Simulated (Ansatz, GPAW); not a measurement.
# How CoAsS3 (model structure) absorbs and reflects light

Aim: the dielectric function of CoAsS3 (model structure), and the optical constants that follow from it. The cell was made here by substitution or stacking, whether or not such a phase is known. It was built so: All Bi replaced by As and O replaced by S in the P4mm structure of CoBiO3. The cell is first relaxed with Ansatz.

Calculated with GPAW 26.7.0; DFT, LDA, plane-wave PAW (GPAW data sets), scalar-relativistic, RPA, optical limit.

### Step 1. The structure

It takes space group P4mm (No. 99, tetragonal). The conventional cell has a = 4.349 Å, b = 4.349 Å, c = 4.696 Å, α = 90.00°, β = 90.00°, γ = 90.00°. Nearest to As lie 4 S at 2.74 Å. Nearest to Co lie 6 S at 2.16 to 2.53 Å. Nearest to S lie 2 Co at 2.20 Å. S has 2 Co at 2.16 to 2.53 Å nearest. All Bi replaced by As and O replaced by S in the P4mm structure of CoBiO3. Farther neighbours and most contacts between anions are not listed.

### Step 2. Relaxation

The structure was built or cut out here, so it is relaxed before any spectrum is computed.

This step: DFT, LDA, plane-wave PAW, default files, scalar-relativistic, relaxation (Ansatz 0.2.0).

input.yaml reads:

```yaml
crystal:
  lattice:
    - [4.34939303, 0.0, 0.0]
    - [0.0, 4.34939303, 0.0]
    - [0.0, 0.0, 4.69551429]
  atoms:
    - { symbol: As, position: [0.0, 0.0, 0.05095533] }
    - { symbol: Co, position: [0.5, 0.5, 0.62280656], spin: 2.0 }
    - { symbol: S, position: [0.0, 0.5, 0.69608487] }
    - { symbol: S, position: [0.5, 0.5, 0.16257231] }
    - { symbol: S, position: [0.5, 0.0, 0.69608487] }
magnetization:
  spin_polarized: true
kpoints:
  mp_grid: { grid: [5, 5, 5] }
scf:
  occupations: { method: fermi_dirac, width: 0.05 }
hamiltonian:
  xc: lda
output:
  forces: true
  stress: true
relax:
  f_tol: 0.02
  max_steps: 50
  cell: {}
```

Run with:

```
> ansatz run input.yaml --threads 1 --pin off --max-ram 4096MiB --backend cpu --events-out ev --progress --plain --runs-dir out
```

Numbers of over 12 decimals in the logs are rounded to 6 here.

Output:

```text
Engine: ansatz 0.2.0, aarch64-unknown-linux-gnu
Pseudopotentials: kind: paw
Pseudopotential: As, paw, valence charge 15, recommended cutoff 420 eV (normal), As.paw.azcp
Pseudopotential: Co, paw, valence charge 17, recommended cutoff 420 eV (normal), Co.paw.azcp
Pseudopotential: S, paw, valence charge 6, recommended cutoff 420 eV (normal), S.paw.azcp
Functional definition: SPW92
  exchange = slater_x
  correlation = pw_c
Crystal: 5 atoms, lattice volume = 88.826 Å³
Basis set: ecut = 420 eV, 1727 PW (Γ)
Bands: 32, of which v1, the nominal top of the filled ones, is band 25 counted from 1 (24 counted from 0)
Symmetry: 8 space group operations
Space group: P4mm (ITA 99), of the structure as read, at distance tolerance 4.5e-5 Å
Magnetic group: BNS 99.163 (UNI 823), of the structure as read, at distance tolerance 4.5e-5 Å
k-points: 18 of 125 (time reversal used)
Non-local potential: As, projectors of the file, l = 0: 2, l = 1: 2, l = 2: 3, l = 3: 1
Non-local potential: Co, projectors of the file, l = 0: 3, l = 1: 2, l = 2: 3, l = 3: 1
Non-local potential: S, projectors of the file, l = 0: 2, l = 1: 2, l = 2: 2
PAW form: soft (Blöchl's): semilocal exchange-correlation on the pseudo side does not see the compensation charge
PAW frozen core: As, regenerated for the run's functional, and the local potential with it (the file was generated under x = pbe(κ = 0.804, μ = 0.219515), c = pbe(β = 0.066725))
PAW frozen core: Co, regenerated for the run's functional, and the local potential with it (the file was generated under x = pbe(κ = 0.804, μ = 0.219515), c = pbe(β = 0.066725))
PAW frozen core: S, regenerated for the run's functional, and the local potential with it (the file was generated under x = pbe(κ = 0.804, μ = 0.219515), c = pbe(β = 0.066725))
PAW one-centre angular grid: As, 590 points (default); XC on 64 Gauss nodes
PAW one-centre angular grid: Co, 590 points (default); XC on 64 Gauss nodes
PAW one-centre angular grid: S, 110 points (default); XC on 64 Gauss nodes
Initial density: superposition of atomic densities (chi_scale 0.1, normalization cell, long waves kept (reshape's long-wave potential 0.02 eV rms))
Starting moments: Σ|m| = 2 μB on 1 of 5 sites
Initial wavefunctions: pseudopotential atomic-orbital guess
Functional: x = slater, c = lda
SCF iter   1: F=—  HF=-12443.325410 eV  |F-HF|=—  |Δ(HF+E_count)|=         —  Δρ=4.40e-2 (↑2.65e-2 ↓4.40e-2)  dr2=9.54e0  dr2_m=1.63e-1  M=1.829 μB ∫|m|=1.893 μB  β_m=0.30  ethr=3.10e-3  ⟨swp⟩=6.4  Hψ=5043  notcnv=0  defer=4
Mixer restart at iter 1: flushing history
preconditioner: auto → Kerker (q_TF=auto, 2.479 Å⁻¹)  [metal: Δε(μ)=0.027 eV  Ē_g=8.727 eV  σ=0.050 eV  W_gap=0.13  n_scr=26 (ndim 8)  ℏωp=22.3 eV  f_vac=0.000  D(μ)=6.17/eV (n_scr^D=80)]
spin=Collinear: Kerker preconditioning applied to the charge; magnetization (m = ρ↑ − ρ↓) channel mixes plain (no charge-response kernel on spin).
SCF iter   2: F=—  HF=-12443.934547 eV  |F-HF|=—  |Δ(HF+E_count)|=   6.09e-1  Δρ=3.22e-2 (↑1.98e-2 ↓3.22e-2)  dr2=4.84e0  dr2_m=2.20e-1  M=1.722 μB ∫|m|=1.826 μB  β_m=0.58  ethr=3.10e-3  ⟨swp⟩=2.6  Hψ=2020  notcnv=0  defer=47
SCF iter   3: F=—  HF=-12444.343283 eV  |F-HF|=—  |Δ(HF+E_count)|=   4.09e-1  Δρ=3.89e-2 (↑7.21e-3 ↓3.89e-2)  dr2=1.99e0  dr2_m=3.38e-1  M=1.245 μB ∫|m|=1.461 μB  β_m=0.66  ethr=3.10e-3  ⟨swp⟩=3.3  Hψ=2109  notcnv=0  defer=46
SCF iter   4: F=—  HF=-12444.145887 eV  |F-HF|=—  |Δ(HF+E_count)|=   1.97e-1  Δρ=3.84e-2 (↑3.84e-2 ↓1.26e-2)  dr2=1.17e0  dr2_m=1.55e-1  M=0.976 μB ∫|m|=1.222 μB  β_m=0.68  ethr=3.10e-3  ⟨swp⟩=3.1  Hψ=2311  notcnv=0  defer=36
SCF iter   5: F=—  HF=-12444.397993 eV  |F-HF|=—  |Δ(HF+E_count)|=   2.52e-1  Δρ=2.13e-2 (↑2.13e-2 ↓9.20e-3)  dr2=5.80e-1  dr2_m=3.14e-2  M=0.891 μB ∫|m|=1.077 μB  β_m=0.75  ethr=2.34e-3  ⟨swp⟩=2.4  Hψ=2460  notcnv=0  defer=28
SCF iter   6: F=—  HF=-12444.416243 eV  |F-HF|=—  |Δ(HF+E_count)|=   1.82e-2  Δρ=8.21e-3 (↑8.21e-3 ↓2.32e-3)  dr2=7.69e-2  dr2_m=8.12e-3  M=0.850 μB ∫|m|=0.990 μB  β_m=0.71  ethr=1.16e-3  ⟨swp⟩=2.1  Hψ=2142  notcnv=0  defer=28
SCF iter   7: F=—  HF=-12444.408342 eV  |F-HF|=—  |Δ(HF+E_count)|=         —  Δρ=7.60e-3 (↑2.73e-3 ↓7.60e-3)  dr2=1.20e-2  dr2_m=2.09e-2  M=0.721 μB ∫|m|=0.825 μB  β_m=0.71  ethr=1.54e-4  ⟨swp⟩=2.1  Hψ=2554  notcnv=0  defer=32
Mixer restart at iter 7: flushing history
SCF iter   8: F=—  HF=-12444.412959 eV  |F-HF|=—  |Δ(HF+E_count)|=   4.62e-3  Δρ=4.01e-3 (↑4.01e-3 ↓1.77e-3)  dr2=2.64e-3  dr2_m=6.62e-3  M=0.696 μB ∫|m|=0.788 μB  β_m=0.86  ethr=2.40e-5  ⟨swp⟩=2.0  Hψ=2271  notcnv=0  defer=30
SCF iter   9: F=—  HF=-12444.413795 eV  |F-HF|=—  |Δ(HF+E_count)|=   8.36e-4  Δρ=5.92e-3 (↑1.66e-3 ↓5.92e-3)  dr2=3.32e-2  dr2_m=4.05e-3  M=0.649 μB ∫|m|=0.731 μB  β_m=0.50  ethr=5.28e-6  ⟨swp⟩=2.2  Hψ=2306  notcnv=0  defer=32  recentre
SCF iter  10: F=—  HF=-12444.411322 eV  |F-HF|=—  |Δ(HF+E_count)|=   2.47e-3  Δρ=1.90e-3 (↑1.90e-3 ↓6.04e-4)  dr2=9.08e-4  dr2_m=1.23e-3  M=0.659 μB ∫|m|=0.740 μB  β_m=0.93  ethr=5.28e-6  ⟨swp⟩=2.1  Hψ=2366  notcnv=0  defer=29
SCF iter  11: F=—  HF=-12444.411180 eV  |F-HF|=—  |Δ(HF+E_count)|=   1.42e-4  Δρ=7.51e-4 (↑7.44e-4 ↓7.51e-4)  dr2=1.49e-3  dr2_m=1.35e-6  M=0.635 μB ∫|m|=0.707 μB  β_m=0.97  ethr=1.82e-6  ⟨swp⟩=2.2  Hψ=1694  notcnv=0  defer=26
SCF iter  12: F=—  HF=-12444.411115 eV  |F-HF|=—  |Δ(HF+E_count)|=   6.50e-5  Δρ=5.12e-5 (↑3.92e-5 ↓5.12e-5)  dr2=8.37e-6  dr2_m=1.19e-7  M=0.629 μB ∫|m|=0.701 μB  β_m=0.84  ethr=1.82e-6  ⟨swp⟩=2.0  Hψ=1525  notcnv=0  defer=28
SCF iter  13: F=—  HF=-12444.411111 eV  |F-HF|=—  |Δ(HF+E_count)|=   4.36e-6  Δρ=3.16e-5 (↑2.59e-5 ↓3.16e-5)  dr2=3.31e-6  dr2_m=1.01e-7  M=0.629 μB ∫|m|=0.700 μB  β_m=0.82  ethr=1.67e-8  ⟨swp⟩=2.0  Hψ=2052  notcnv=0  defer=26
SCF iter  14: F=—  HF=-12444.411110 eV  |F-HF|=—  |Δ(HF+E_count)|=   4.18e-7  Δρ=2.46e-5 (↑8.69e-6 ↓2.46e-5)  dr2=6.16e-7  dr2_m=1.43e-7  M=0.628 μB ∫|m|=0.700 μB  β_m=0.90  ethr=6.63e-9  ⟨swp⟩=2.0  Hψ=1362  notcnv=0  defer=26
SCF iter  15: F=—  HF=-12444.411110 eV  |F-HF|=—  |Δ(HF+E_count)|=   1.47e-7  Δρ=1.02e-5 (↑4.87e-6 ↓1.02e-5)  dr2=1.51e-7  dr2_m=2.94e-8  M=0.628 μB ∫|m|=0.699 μB  β_m=0.95  ethr=1.23e-9  ⟨swp⟩=1.6  Hψ=1299  notcnv=0  defer=27
SCF iter  16: F=—  HF=-12444.411110 eV  |F-HF|=—  |Δ(HF+E_count)|=   9.51e-9  Δρ=3.90e-6 (↑2.16e-6 ↓3.90e-6)  dr2=2.94e-8  dr2_m=1.60e-9  M=0.628 μB ∫|m|=0.699 μB  β_m=0.98  ethr=3.02e-10  ⟨swp⟩=2.0  Hψ=1627  notcnv=0  defer=27
[...]
relax step   9: F+E_penalty+E_count = -12445.38391043 eV  Δ(F+E_penalty+E_count) = -6.963e-4 eV  max|allowed force component| = 2.958e-2 eV/Å  Δτ_max = 0.0061 Å  P = +0.219 GPa  Ω = 86.728 Å³  energy of the carried Pulay correction = +6.363e-4 eV  (9 SCF iters, dr2 threshold 1.92e-7 eV, accepted)
relax step  10: F+E_penalty+E_count = -12445.38396577 eV  Δ(F+E_penalty+E_count) = -5.534e-5 eV  max|allowed force component| = 1.534e-2 eV/Å  Δτ_max = 0.0023 Å  P = -0.034 GPa  Ω = 86.975 Å³  energy of the carried Pulay correction = +5.604e-4 eV  (9 SCF iters, dr2 threshold 1.65e-7 eV, accepted)
relax step  11: F+E_penalty+E_count = -12445.38397611 eV  Δ(F+E_penalty+E_count) = -1.035e-5 eV  max|allowed force component| = 1.141e-2 eV/Å  Δτ_max = 0.0018 Å  P = -0.015 GPa  Ω = 86.917 Å³  energy of the carried Pulay correction = +5.784e-4 eV  (8 SCF iters, dr2 threshold 1.46e-8 eV, accepted)
relax step  12: F+E_penalty+E_count = -12445.38797292 eV  Δ(F+E_penalty+E_count) = -3.997e-3 eV  max|allowed force component| = 1.536e-2 eV/Å  Δτ_max = 0.0000 Å  P = +0.085 GPa  Ω = 86.917 Å³  stress off target by 2.48e-1 GPa  SCF on the basis re-selected at this cell (its energy is not comparable with the rows above)  (13 SCF iters)
relax step  13: F+E_penalty+E_count = -12445.38826527 eV  Δ(F+E_penalty+E_count) = -2.924e-4 eV  max|allowed force component| = 5.513e-3 eV/Å  Δτ_max = 0.0073 Å  P = -0.008 GPa  Ω = 87.167 Å³  energy of the carried Pulay correction = -8.685e-5 eV  (8 SCF iters, dr2 threshold 1.54e-7 eV, accepted)
iter 1 solved again at ethr=3.80e-7 eV; its pass at ethr=3.10e-3 eV (dr2=1.90e-4 eV) is discarded
SCF iter   1: F=—  HF=-12445.388338 eV  |F-HF|=—  |Δ(HF+E_count)|=         —  Δρ=5.61e-5 (↑5.61e-5 ↓5.61e-5)  dr2=3.83e-7  dr2_m=9.33e-12  M=0.000 μB ∫|m|=0.000 μB  β_m=0.65  ethr=3.80e-7  ⟨swp⟩=3.3  Hψ=7906  notcnv=0
preconditioner: auto → Kerker (q_TF=auto, 2.203 Å⁻¹)  [metal: Δε(μ)=0.067 eV  Ē_g=8.970 eV  σ=0.050 eV  W_gap=0.30  n_scr=18 (ndim 8)  ℏωp=22.5 eV  f_vac=0.039  D(μ)=2.40/eV (n_scr^D=18)]
spin=Collinear: Kerker preconditioning applied to the charge; magnetization (m = ρ↑ − ρ↓) channel mixes plain (no charge-response kernel on spin).
SCF iter   2: F=—  HF=-12445.388351 eV  |F-HF|=—  |Δ(HF+E_count)|=   1.21e-5  Δρ=1.98e-5 (↑1.98e-5 ↓1.98e-5)  dr2=3.66e-8  dr2_m=7.96e-13  M=-0.000 μB ∫|m|=0.000 μB  β_m=0.62  ethr=7.65e-10  ⟨swp⟩=2.1  Hψ=1975  notcnv=0
SCF iter   3: F=—  HF=-12445.388352 eV  |F-HF|=—  |Δ(HF+E_count)|=   1.24e-6  Δρ=2.05e-6 (↑2.05e-6 ↓2.05e-6)  dr2=9.80e-10  dr2_m=5.34e-14  M=0.000 μB ∫|m|=0.000 μB  β_m=0.60  ethr=7.32e-11  ⟨swp⟩=2.0  Hψ=2013  notcnv=0
SCF iter   4: F=—  HF=-12445.388352 eV  |F-HF|=—  |Δ(HF+E_count)|=   1.46e-8  Δρ=1.82e-6 (↑1.82e-6 ↓1.82e-6)  dr2=6.54e-9  dr2_m=1.98e-14  M=0.000 μB ∫|m|=0.000 μB  β_m=0.60  ethr=1.96e-12  ⟨swp⟩=2.0  Hψ=2072  notcnv=0
SCF iter   5: F=—  HF=-12445.388352 eV  |F-HF|=—  |Δ(HF+E_count)|=   5.74e-9  Δρ=1.58e-6 (↑1.58e-6 ↓1.58e-6)  dr2=3.76e-9  dr2_m=9.90e-15  M=0.000 μB ∫|m|=0.000 μB  β_m=0.80  ethr=1.96e-12  ⟨swp⟩=2.0  Hψ=2088  notcnv=0
SCF iter   6: F=—  HF=-12445.388352 eV  |F-HF|=—  |Δ(HF+E_count)|=   1.10e-8  Δρ=1.04e-6 (↑1.04e-6 ↓1.03e-6)  dr2=3.43e-9  dr2_m=6.00e-15  M=0.000 μB ∫|m|=0.000 μB  β_m=0.71  ethr=1.96e-12  ⟨swp⟩=2.0  Hψ=1920  notcnv=0
SCF iter   7: F=—  HF=-12445.388352 eV  |F-HF|=—  |Δ(HF+E_count)|=   1.69e-9  Δρ=5.06e-7 (↑5.06e-7 ↓5.04e-7)  dr2=7.70e-10  dr2_m=4.04e-15  M=0.000 μB ∫|m|=0.000 μB  β_m=0.80  ethr=1.96e-12  ⟨swp⟩=2.0  Hψ=1973  notcnv=0
SCF iter   8: F=—  HF=-12445.388352 eV  |F-HF|=—  |Δ(HF+E_count)|=  9.09e-10  Δρ=6.09e-8 (↑6.04e-8 ↓6.09e-8)  dr2=9.41e-12  dr2_m=7.49e-17  M=-0.000 μB ∫|m|=0.000 μB  β_m=0.88  ethr=1.54e-12  ⟨swp⟩=2.0  Hψ=2088  notcnv=0
SCF iter   9: F=-12445.388352 eV  HF=-12445.388352 eV  |F-HF|=1.82e-12  |Δ(HF+E_count)|=  7.28e-12  Δρ=2.07e-8 (↑2.05e-8 ↓2.07e-8)  dr2=1.83e-12  dr2_m=9.10e-18  M=-0.000 μB ∫|m|=0.000 μB  ethr=1.00e-12  ⟨swp⟩=2.2  Hψ=3356  notcnv=0
the starting moments were not kept: the SCF closed with an absolute magnetisation of 3.2e-9 μB, where they sum to 2 μB in size (1 site). That is at most 0.1 of that sum. Measured as dr2_m measures the in/out step, that magnetisation stands 1.4e-17 eV from none, at or under the dr2_threshold of 5.0e-11 eV: it is no larger than a step whose dr2_m would equal this threshold.
SCF 14 converged in 9 iterations: F = -12445.388352 eV  dr2 = 1.83e-12
relax step  14: F+E_penalty+E_count = -12445.38835185 eV  Δ(F+E_penalty+E_count) = -8.658e-5 eV  max|allowed force component| = 5.456e-3 eV/Å  Δτ_max = 0.0000 Å  P = -0.006 GPa  Ω = 87.167 Å³  stress off target by 2.91e-2 GPa  SCF on the basis re-selected at this cell (its energy is not comparable with the rows above)  (9 SCF iters)
basis re-selected at this cell: Δ(F+E_penalty+E_count) = -8.658e-5 eV, ΔP = +0.002 GPa vs the last step (what re-selecting the basis moved, of the pressure what is left beyond the Pulay correction that the steps carried, after the strain that the cell walked since its last selection, with what the two solves' SCF thresholds leave and, on support functions, any second-order correction that the steps lacked; it is no m [...]
SCF converged after 9 iterations
Magnetization: -0.0000 μB (25.0000 up, 25.0000 down)
Absolute magnetization: 0.0000 μB (∫|ρ↑−ρ↓|, with the PAW one-centre terms)
Spin contamination: 0.0000 ħ² per cell (⟨S²⟩ above its minimum at these occupations)
Per-site moments (μB) at R_I (Å): [(5.776544010165556e-11, 1.007951), (-2.16799367813697e-9, 0.857889), (3.6982626061605105e-11, 0.896459), (-2.58056851493784e-10, 0.857889), (3.6982820465014985e-11, 0.896459)]
Free energy (F): -12445.388352 eV
Harris-Foulkes:  -12445.388352 eV  (|F-HF|=1.82e-12)
Internal energy: -12445.367009 eV  (E = F + TS)
E sigma→0 (E₀):  -12445.377681 eV
Entropy (-TS):   -0.021342 eV (-4.268 meV/atom)
Fermi energy:    9.055740 eV
--- Per-component energies (eV) ---
  E_band       = -629.770702
  E_kinetic    = 883.631629
  E_local      = -6666.296441  (includes V_loc(G=0)·N_el)
  E_nonlocal   = -115.722117
  E_hartree    = 3048.448354
  E_xc         = -527.015208
  E_vxc        = -549.493357  (∫ρ·V_xc dr)
  E_paw        = -4912.272863  (= ΣΔE_a)
  E_vpaw       = -278.787261  (= ΣTr[D̂ρ^β])
  E_aug_tail   = 0.000040  (compensation charges beyond the density's cutoff)
  E_ewald      = -4159.093478
  E_core_change = 2.953073  (= ΣΔE_core)
  E_smearing   = -0.021342  (= −TS)
  E_closure    = -0.000000  (closes the sum)
  Σ components = -12445.388352   (vs F -12445.388352, Δ=0.00e0)
--- Forces (eV/Å), atoms counted from 1 ---
  atom   1  As     0.00000000     0.00000000     0.00071621
  atom   2  Co     0.00000000     0.00000000     0.00154131
  atom   3  S     -0.00000000     0.00000000     0.00160189
  atom   4  S      0.00000000     0.00000000    -0.00545466
  atom   5  S      0.00000000     0.00000000     0.00160189
  max |Σ_I F_I| component: 6.64e-6 eV/Å
--- Stress (GPa, compression-positive) ---
       -0.023370       0.000000      -0.000000
        0.000000      -0.023370       0.000000
       -0.000000       0.000000       0.029065
  P = ⅓ Tr σ = -0.0059 GPa (-0.059 kbar)
--- Relaxed structure (12 steps of the walk, 11 accepted, 2 SCFs on fresh bases) ---
  F+E_penalty+E_count = -12445.38835185 eV   max|allowed force component| = 5.456e-3 eV/Å   (the final SCF, on the basis selected at the relaxed cell)
  cell:  # Å, volume = 87.1672 Å³
    - [4.121834, 0, 0]
    - [0, 4.121834, 0.0]
    - [0, 0.0, 5.130647]
  atoms:
    - { symbol: As, position: [0, 0, -0.014767] }
    - { symbol: Co, position: [0.5, 0.5, 0.594951] }
    - { symbol: S, position: [0, 0.5, 0.729362] }
    - { symbol: S, position: [0.5, 0.5, 0.189596] }
    - { symbol: S, position: [0.5, 0, 0.729362] }
```

It took 3.3 min on 1 thread of Arm Neoverse V2, shared host; peak memory 0.37 GiB.

The steps of the relaxation:

```
step  energy less that of the first step (eV)  largest force component (eV/Å)  pressure (GPa)  volume (Å³)
   1                                   0.0000                          2.1680           -8.27        88.83
   2                                  -0.8096                          0.8136           -2.63        84.91
   3                                  -0.8414                          0.9228            2.09        83.11
   4                                  -0.8923                          0.3887            1.31        83.29
   5                                  -0.9303                          0.1612            0.35        84.71
   6                                  -0.9520                          0.4584           -1.74        87.33
   7                                  -0.9335                          0.6063           -0.80        88.70
   8                                  -0.9721                          0.0555           -0.06        86.97
   9                                  -0.9728                          0.0296            0.22        86.73
  10                                  -0.9729                          0.0153           -0.03        86.98
  11                                  -0.9729                          0.0114           -0.02        86.92
 12*                                  -0.9769                          0.0154            0.09        86.92
  13                                  -0.9772                          0.0055           -0.01        87.17
 14*                                  -0.9772                          0.0055           -0.01        87.17
```

Relaxation steps marked * repeat the geometry before them on a plane-wave basis chosen anew for their cell, so energy and pressure can jump there. Relaxation step 7 was tried and not accepted.

Forces are held to the 8 operations that the run works with; a distortion that breaks them can't arise in this run.

```csv
"conventional cell, symmetrised",before,after,change
a (Å),4.349,4.122,-5.2 %
b (Å),4.349,4.122,-5.2 %
c (Å),4.696,5.131,+9.3 %
volume (Å³/atom),17.77,17.43,-1.9 %
```

The atoms that moved most (Å, as changes of fractional coordinates times the final cell):

```
atom     dx     dy      dz  length
 As1  0.000  0.000  -0.337   0.337
  S3  0.000  0.000   0.171   0.171
  S5  0.000  0.000   0.171   0.171
 Co2  0.000  0.000  -0.143   0.143
  S4  0.000  0.000   0.139   0.139
```

The relaxed structure:

```cif
data_structure
_symmetry_space_group_name_H-M 'P 1'
_symmetry_Int_Tables_number 1
_cell_length_a 4.1218
_cell_length_b 4.1218
_cell_length_c 5.1306
_cell_angle_alpha 90.000
_cell_angle_beta 90.000
_cell_angle_gamma 90.000
_cell_volume 87.17
loop_
_atom_site_label
_atom_site_type_symbol
_atom_site_fract_x
_atom_site_fract_y
_atom_site_fract_z
_atom_site_occupancy
As1 As 0.00000 0.00000 0.98523 1
Co2 Co 0.50000 0.50000 0.59495 1
S3 S 0.00000 0.50000 0.72936 1
S4 S 0.50000 0.50000 0.18960 1
S5 S 0.50000 0.00000 0.72936 1
```

The relaxation ends with a largest force component of 0.0055 eV/Å and a pressure of -0.01 GPa. The starting moments have collapsed: the run ends non-magnetic.

(Continued in part 2 of 3.)

[Machine, clock and banner lines and Python warnings are left out of the logs.]

[Logs are printed without paths, hosts, clocks, repeated set-up lines and the standing remarks that a program may print on its own settings, such as how far it seeks lower states.]

[Hosts, paths, dates, database ids (printed as entryN), source tags and the programs' standing remarks are cut or masked in the printed files.]
